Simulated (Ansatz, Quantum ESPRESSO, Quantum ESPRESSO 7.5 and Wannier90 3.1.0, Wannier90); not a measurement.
# straight Zn chain, spacing 2.60 Å: Wannier functions and conductance

Aim: a Wannier model and the conductance steps that follow from it, for this wire: straight Zn chain, spacing 2.60 Å.

Calculated with Quantum ESPRESSO 7.5 and Wannier90 3.1.0; plane-wave DFT, PBE, GBRV ultrasoft pseudopotentials (cross-check by Ansatz 0.2.0 with PAW datasets).

This is a report of a sequence of runs, with most program output left out.

**1. The structure**

The cell holds 1 atom: 1 Zn. Its edges and angles: a = 8.000 Å, b = 8.000 Å, c = 2.600 Å, α = 90.0°, β = 90.0°, γ = 90.0°. Vacuum lies along a and b. The structure's axis is c.

**2. SCF with pw.x**

File scf.in:

```
&control
  prefix = 'scf'
  outdir = './out'
  pseudo_dir = './pseudo'
  calculation = 'scf'
  tprnfor = .true.
/
&system
  ibrav = 0
  nat = 1
  ntyp = 1
  ecutwfc = 34
  ecutrho = 170
  occupations = 'smearing'
  smearing = 'mv'
  degauss = 0.005
/
&electrons
  conv_thr = 1e-07
  mixing_beta = 0.4
  electron_maxstep = 120
  mixing_mode = 'local-TF'
/
ATOMIC_SPECIES
  Zn  65.3800  zn_pbe_v1.uspp.F.UPF
CELL_PARAMETERS angstrom
  8.00000000000000 0.00000000000000 0.00000000000000
  0.00000000000000 8.00000000000000 0.00000000000000
  0.00000000000000 0.00000000000000 2.60000000000000
ATOMIC_POSITIONS crystal
  Zn  0.000000000000 0.000000000000 0.000000000000
K_POINTS automatic
  1 1 28 0 0 0
```

Launch:

```bash
$ OMP_NUM_THREADS=1 mpirun -n 4 pw.x -nk 2 -in scf.in > scf.out
```

The job ended after 4.9 s (4 MPI ranks of Intel Xeon Platinum 8488C (Sapphire Rapids), shared host; peak memory 0.37 GiB).

Numbers from this step:

```
free energy  : -6278.6836 eV
Fermi energy : -0.8424 eV
```

The run needed 9 iterations to bring the estimated error under 1e-07 Ry.

**3. Full uniform mesh without symmetry**

Wannier90 needs the states on a whole uniform mesh, listed point by point, without symmetry.

File nscf.in:

```
&control
  prefix = 'nscf'
  outdir = './out'
  pseudo_dir = './pseudo'
  calculation = 'nscf'
/
&system
  ibrav = 0
  nat = 1
  ntyp = 1
  ecutwfc = 34
  ecutrho = 170
  occupations = 'smearing'
  smearing = 'mv'
  degauss = 0.005
  nosym = .true.
  noinv = .true.
  nbnd = 39
/
&electrons
  conv_thr = 1e-08
  mixing_beta = 0.4
  electron_maxstep = 120
  mixing_mode = 'local-TF'
  diago_full_acc = .true.
/
ATOMIC_SPECIES
  Zn  65.3800  zn_pbe_v1.uspp.F.UPF
CELL_PARAMETERS angstrom
  8.00000000000000 0.00000000000000 0.00000000000000
  0.00000000000000 8.00000000000000 0.00000000000000
  0.00000000000000 0.00000000000000 2.60000000000000
ATOMIC_POSITIONS crystal
  Zn  0.000000000000 0.000000000000 0.000000000000
K_POINTS crystal
14
  0.0000000000 0.0000000000 0.0000000000 0.0714285714
  0.0000000000 0.0000000000 0.0714285714 0.0714285714
  0.0000000000 0.0000000000 0.1428571429 0.0714285714
  0.0000000000 0.0000000000 0.2142857143 0.0714285714
  0.0000000000 0.0000000000 0.2857142857 0.0714285714
  0.0000000000 0.0000000000 0.3571428571 0.0714285714
  0.0000000000 0.0000000000 0.4285714286 0.0714285714
  0.0000000000 0.0000000000 0.5000000000 0.0714285714
  0.0000000000 0.0000000000 0.5714285714 0.0714285714
  0.0000000000 0.0000000000 0.6428571429 0.0714285714
  0.0000000000 0.0000000000 0.7142857143 0.0714285714
  0.0000000000 0.0000000000 0.7857142857 0.0714285714
  0.0000000000 0.0000000000 0.8571428571 0.0714285714
  0.0000000000 0.0000000000 0.9285714286 0.0714285714
```

Launch:

```bash
$ cp -r out/scf.save out/nscf.save
$ cp out/scf.xml out/nscf.xml
$ OMP_NUM_THREADS=1 mpirun -n 4 pw.x -nk 1 -in nscf.in > nscf.out
```

The job ended after 6 s (4 MPI ranks; peak memory 0.23 GiB; 23 s of CPU time).

Numbers from this step:

| Quantity | Value |
| --- | --- |
| Fermi energy | -0.8428 eV |

The program's own clock; routines nest. Time by routine:

```
    routine  wall time (s)  calls
      PWSCF           5.25      1
  electrons            4.4      1
    c_bands            4.4      1
    cegterg           4.17     28
      h_psi           2.63    470
   vloc_psi           2.51    470
       fftw           2.31  18800
   init_run           0.67      1
    cdiaghg           0.64    442
    potinit           0.34      1
       ffts           0.32      1
interpolate           0.32      1
     hinit0           0.29      1
        fft           0.25     12
```

**4. Neighbour list from wannier90 -pp, with num_wann = 4**

A first try, with customary settings: the .win file sets projections and windows, and states in the frozen window are kept exactly.

File wan_try.win:

```
num_wann = 4
num_bands = 39
num_iter = 200
num_print_cycles = 20
conv_tol = 1e-8
conv_window = 5
guiding_centres = true
dis_num_iter = 1500
dis_conv_tol = 1e-8
dis_win_min = -11.8424
dis_win_max = 8.1576
dis_froz_max = 0.6576
search_shells = 120
fermi_energy = -0.8424

transport = true
transport_mode = bulk
one_dim_axis = z
dist_cutoff = 18.1
dist_cutoff_mode = one_dim
tran_win_min = -4.0
tran_win_max = 2.0
tran_energy_step = 0.02

bands_plot = true
bands_num_points = 96
begin kpoint_path
G 0.0 0.0 0.0 Z 0.0 0.0 0.5
end kpoint_path

begin projections
Zn:s;p
end projections

begin unit_cell_cart
ang
  8.0000000000 0.0000000000 0.0000000000
  0.0000000000 8.0000000000 0.0000000000
  0.0000000000 0.0000000000 2.6000000000
end unit_cell_cart

begin atoms_frac
  Zn 0.0000000000 0.0000000000 0.0000000000
end atoms_frac

mp_grid = 1 1 14
begin kpoints
  0.0 0.0 0.0000000000
  0.0 0.0 0.0714285714
  0.0 0.0 0.1428571429
  0.0 0.0 0.2142857143
  0.0 0.0 0.2857142857
  0.0 0.0 0.3571428571
  0.0 0.0 0.4285714286
  0.0 0.0 0.5000000000
  0.0 0.0 0.5714285714
  0.0 0.0 0.6428571429
  0.0 0.0 0.7142857143
  0.0 0.0 0.7857142857
  0.0 0.0 0.8571428571
  0.0 0.0 0.9285714286
end kpoints
```

Launch:

```bash
$ OMP_NUM_THREADS=1 wannier90.x -pp wan_try > wan_try.pp.log
```

Elapsed: 0.64 s, on 1 MPI rank; peak memory 0.09 GiB.

**5. Overlaps and projections**

The same post-processing, on the changed run.

File wan_try.p2w.in:

```
&inputpp
  prefix = 'nscf'
  outdir = './out'
  seedname = 'wan_try'
  write_mmn = .true.
  write_amn = .true.
  write_unk = .false.
/
```

Launch:

```bash
$ OMP_NUM_THREADS=1 mpirun -n 4 pw2wannier90.x -in wan_try.p2w.in > wan_try.p2w.out
```

Run time: 2.8 s. Hardware: 4 MPI ranks; peak memory 0.21 GiB.

**6. Wannier functions and transport, with num_wann = 4**

wan_try.win is that of step 4.

Launch:

```bash
$ OMP_NUM_THREADS=1 wannier90.x wan_try > wan_try.run.log
```

Wall time 0.73 s (1 MPI rank); peak memory 0.09 GiB.

The input was rejected at the start.

The fault put into the input: more states in the frozen window than Wannier functions (num_wann = 4).

The frozen window can't hold more states than there are functions: narrow it or add projections.

**7. Neighbour list from wannier90 -pp**

The cure tried: more projections, so that every state of the frozen window has its function.

The .win file sets projections and windows: states in the frozen window are kept exactly, the outer window gives room to disentangle.

wan.win, as its differences from the input of step 6:

```diff
@@ -1,2 +1,2 @@
-num_wann = 4
+num_wann = 9
 num_bands = 39
@@ -10,3 +10,3 @@
 dis_win_min = -11.8424
-dis_win_max = 8.1576
+dis_win_max = 19.1576
 dis_froz_max = 0.6576
@@ -31,3 +31,3 @@
 begin projections
-Zn:s;p
+Zn:s;p;d
 end projections
```

Launch:

```bash
$ OMP_NUM_THREADS=1 wannier90.x -pp wan > wan.pp.log
```

The job ended after 0.64 s (1 MPI rank; peak memory 0.09 GiB).

**8. Overlaps and projections**

pw2wannier90.x computes the overlaps between neighbouring k-points and the projections.

wan.p2w.in, as its differences from the input of step 5:

```diff
@@ -3,3 +3,3 @@
   outdir = './out'
-  seedname = 'wan_try'
+  seedname = 'wan'
   write_mmn = .true.
```

Launch:

```bash
$ OMP_NUM_THREADS=1 mpirun -n 4 pw2wannier90.x -in wan.p2w.in > wan.p2w.out
```

Elapsed: 3 s, on 4 MPI ranks; peak memory 0.21 GiB.

**9. Wannier functions and transport**

After disentangling and localising, transport_mode = bulk builds principal layers from hoppings within dist_cutoff and counts open channels.

wan.win is that of step 7.

Launch:

```bash
$ OMP_NUM_THREADS=1 wannier90.x wan > wan.run.log
```

It took 5.2 s on 1 MPI rank; peak memory 0.09 GiB.

Read from the output:

```
lead channels at the Fermi level, one spin                                        : 2.13e-5
total spread                                                                      : 9.887 Å²
gauge-invariant spread                                                            : 7.932 Å²
largest misfit to plane-wave levels between mesh points, inside the frozen window : 0.01541 eV
```

Per spin. Quantum conductance of the perfect wire, open channels against energy, zero at the Fermi level:

energy (eV), quantum conductance of the perfect wire, open channels and a bar:
```
  -4.0000       1.00 ##########
  -3.7600       1.00 ##########
  -3.5000       1.00 ##########
  -3.2600       1.00 ##########
  -3.0000       1.00 ##########
  -2.7600       1.00 ##########
  -2.5000       1.00 ##########
  -2.2600       1.00 ##########
  -2.0000       1.00 ##########
  -1.7600       1.00 ##########
  -1.5000       1.00 ##########
  -1.2600       1.00 ##########
  -1.0200       1.00 ##########
  -0.7600       1.00 ##########
  -0.5000       1.00 ##########
  -0.2600       1.00 ##########
   0.0000       0.00 
   0.2400       2.00 ####################
   0.5000       3.00 ##############################
   0.7400       3.00 ##############################
   1.0000       3.00 ##############################
   1.2400       3.00 ##############################
   1.5000       3.00 ##############################
   1.7400       3.00 ##############################
   2.0000       3.00 ##############################
```

Wannier functions:

```
no.      x (Å)      y (Å)     z (Å)  spread (Å²)
  1    -0.3416    -0.2833    0.4777        2.063
  2     0.6069     0.5577    0.1535        1.981
  3    -0.6085      0.362    -0.324        1.987
  4     0.3275    -0.6684   -0.2897        1.987
  5  -0.005794  -0.003973  -0.02987       0.3225
  6    0.04209   -1.58e-4  0.002629       0.4053
  7   -9.74e-4    0.03119   0.01058       0.3919
  8    0.01185    0.01454   2.23e-4       0.3128
  9   -0.02328   -0.02303   6.90e-4       0.4349
```

The electronic bands at the labelled points (eV, zero at the Fermi level; v1 is the highest filled band, c1 the lowest empty one):

```
  point     v4     v3     v2     v1    c1    c2     c3
      Γ  -7.82  -7.43  -7.43  -5.40  0.08  0.08  15.84
halfway  -7.76  -7.71  -7.71  -4.16  1.70  1.70   7.49
      Z  -7.73  -7.73  -7.30  -0.06  0.45  5.14   5.14
```

Bands and channels are those of the Wannier model: bands that were not projected, and all outside the frozen window, are missing or only approximate.

**10. Neighbour list from wannier90 -pp, with dist_cutoff = 5.72**

A sensitivity test on the input.

wan_w.win, as its differences from the input of step 9:

```diff
@@ -18,3 +18,3 @@
 one_dim_axis = z
-dist_cutoff = 18.1
+dist_cutoff = 5.72
 dist_cutoff_mode = one_dim
```

Launch:

```bash
$ OMP_NUM_THREADS=1 wannier90.x -pp wan_w > wan_w.pp.log
```

It took 0.64 s on 1 MPI rank; peak memory 0.09 GiB.

**11. Overlaps and projections**

File wan_w.p2w.in:

```
&inputpp
  prefix = 'nscf'
  outdir = './out'
  seedname = 'wan_w'
  write_mmn = .true.
  write_amn = .true.
  write_unk = .false.
/
```

Launch:

```bash
$ OMP_NUM_THREADS=1 mpirun -n 4 pw2wannier90.x -in wan_w.p2w.in > wan_w.p2w.out
```

Wall time 3.1 s (4 MPI ranks); peak memory 0.22 GiB.

**12. Wannier functions and transport, with dist_cutoff = 5.72**

wan_w.win, as its differences from the input of step 9:

```diff
@@ -18,3 +18,3 @@
 one_dim_axis = z
-dist_cutoff = 18.1
+dist_cutoff = 5.72
 dist_cutoff_mode = one_dim
```

Launch:

```bash
$ OMP_NUM_THREADS=1 wannier90.x wan_w > wan_w.run.log
```

The job ended after 1.6 s (1 MPI rank; peak memory 0.09 GiB).

The total spread is 9.89 against 9.89 Å². Between −2 and 1.5 eV the channel count differs from the first run's at 7 % of the energies, and at the Fermi level it is 1 against 0. Spreads don't depend on this cutoff; only the transport does.

**13. The same in Ansatz**

As a check, the same structure is run in Ansatz.

Level of this step: plane-wave DFT, PBE, Ansatz PAW (Ansatz 0.2.0).

System of this step: straight Zn chain, spacing 2.60 Å, 2 periods. The cell holds 2 atoms: 2 Zn. Cell: a = 8.000 Å, b = 8.000 Å, c = 5.200 Å, α = 90.0°, β = 90.0°, γ = 90.0°. Vacuum lies along a and b. The structure's axis is c.

File input.yaml:

```yaml
crystal:
  lattice:
    - [8.0, 0.0, 0.0]
    - [0.0, 8.0, 0.0]
    - [0.0, 0.0, 5.2]
  atoms:
    - { symbol: Zn, position: [0.0, 0.0, 0.0] }
    - { symbol: Zn, position: [0.0, 0.0, 0.5] }
kpoints:
  mp_grid: { grid: [1, 1, 14] }
hamiltonian:
  xc: pbe
scf:
  occupations: { method: fermi_dirac, width: 0.05 }
  convergence: { dr2_threshold: 1.0e-08 }
output:
  transmission:
    leads: [[0, 0]]
    e_range: [-4.0, 2.0]
    de: 0.05
    kmesh: [1, 1]
    reduced_basis: true
```

Launch:

```bash
$ ansatz run input.yaml --threads 4 --pin off --max-ram 12288MiB --backend cpu --events-out ev --progress --plain --runs-dir out
```

The job ended after 16 s (4 threads; peak memory 0.7 GiB).

Read from the output:

- free energy: -6636.1320 eV
- energy at zero smearing: -6636.1249 eV
- smearing term TS: 0.01423 eV
- Fermi energy: -1.143 eV
- symmetry operations: 32
- lead channels at the Fermi level, one spin: 0

Per spin. Table of open channels by energy, zero at the Fermi level:

```
energy (eV)  open channels
     -4.000              1
     -3.800              1
     -3.600              1
     -3.400              1
     -3.200              1
     -3.000              1
     -2.800              1
     -2.600              1
     -2.400              1
     -2.200              1
     -2.000              1
     -1.800              1
     -1.600              1
     -1.400              1
     -1.200              1
     -1.000              1
     -0.800              1
     -0.600              1
     -0.400              1
     -0.200              1
      0.000              0
      0.200              2
      0.400              2
      0.600              3
      0.800              3
      1.000              3
      1.200              3
      1.400              3
      1.600              3
      1.800              3
      2.000              4
```

**14. Outcome**

* open channels at the Fermi level, per spin: 0
* gap in the conductance, to one step of the energy grid: 0.12 eV
* total spread: 9.89 Å²
* gauge-invariant spread: 7.93 Å²
* largest band misfit in the frozen window: 0.0154 eV
* channels at the Fermi level by Ansatz: 0

The wire has no channel at the Fermi level: its conductance has a gap of 0.12 eV. Between -4 and 1.5 eV the channel count from Wannier functions equals that from Ansatz's layer matching at 99 % of the energies; outside the frozen window the Wannier bands are not held to the plane-wave ones. A band edge of the lead lies within 0.06 eV of the Fermi level, so the channel count there hangs on small shifts and on temperature. Each plane-wave level in the frozen window has a Wannier level within 0.02 eV; this test doesn't see extra bands that a model may add. The wire is perfect, so the conductance only counts bands: each channel, with its partner of the other spin, carries G₀ = 2e²/h. It was run without spin polarisation, which was not tested.

[Logs are printed without paths, hosts, clocks, repeated set-up lines and the standing remarks that a program may print on its own settings, such as how far it seeks lower states.]

[Hosts, paths, dates, database ids (printed as entryN), source tags and the programs' standing remarks are cut or masked in the printed files.]

[Maps of the electrostatic potential energy from Ansatz leave out the sawtooth potential of an applied field or a dipole correction, so their vacuum need not be flat; planar profiles and work functions include it.]
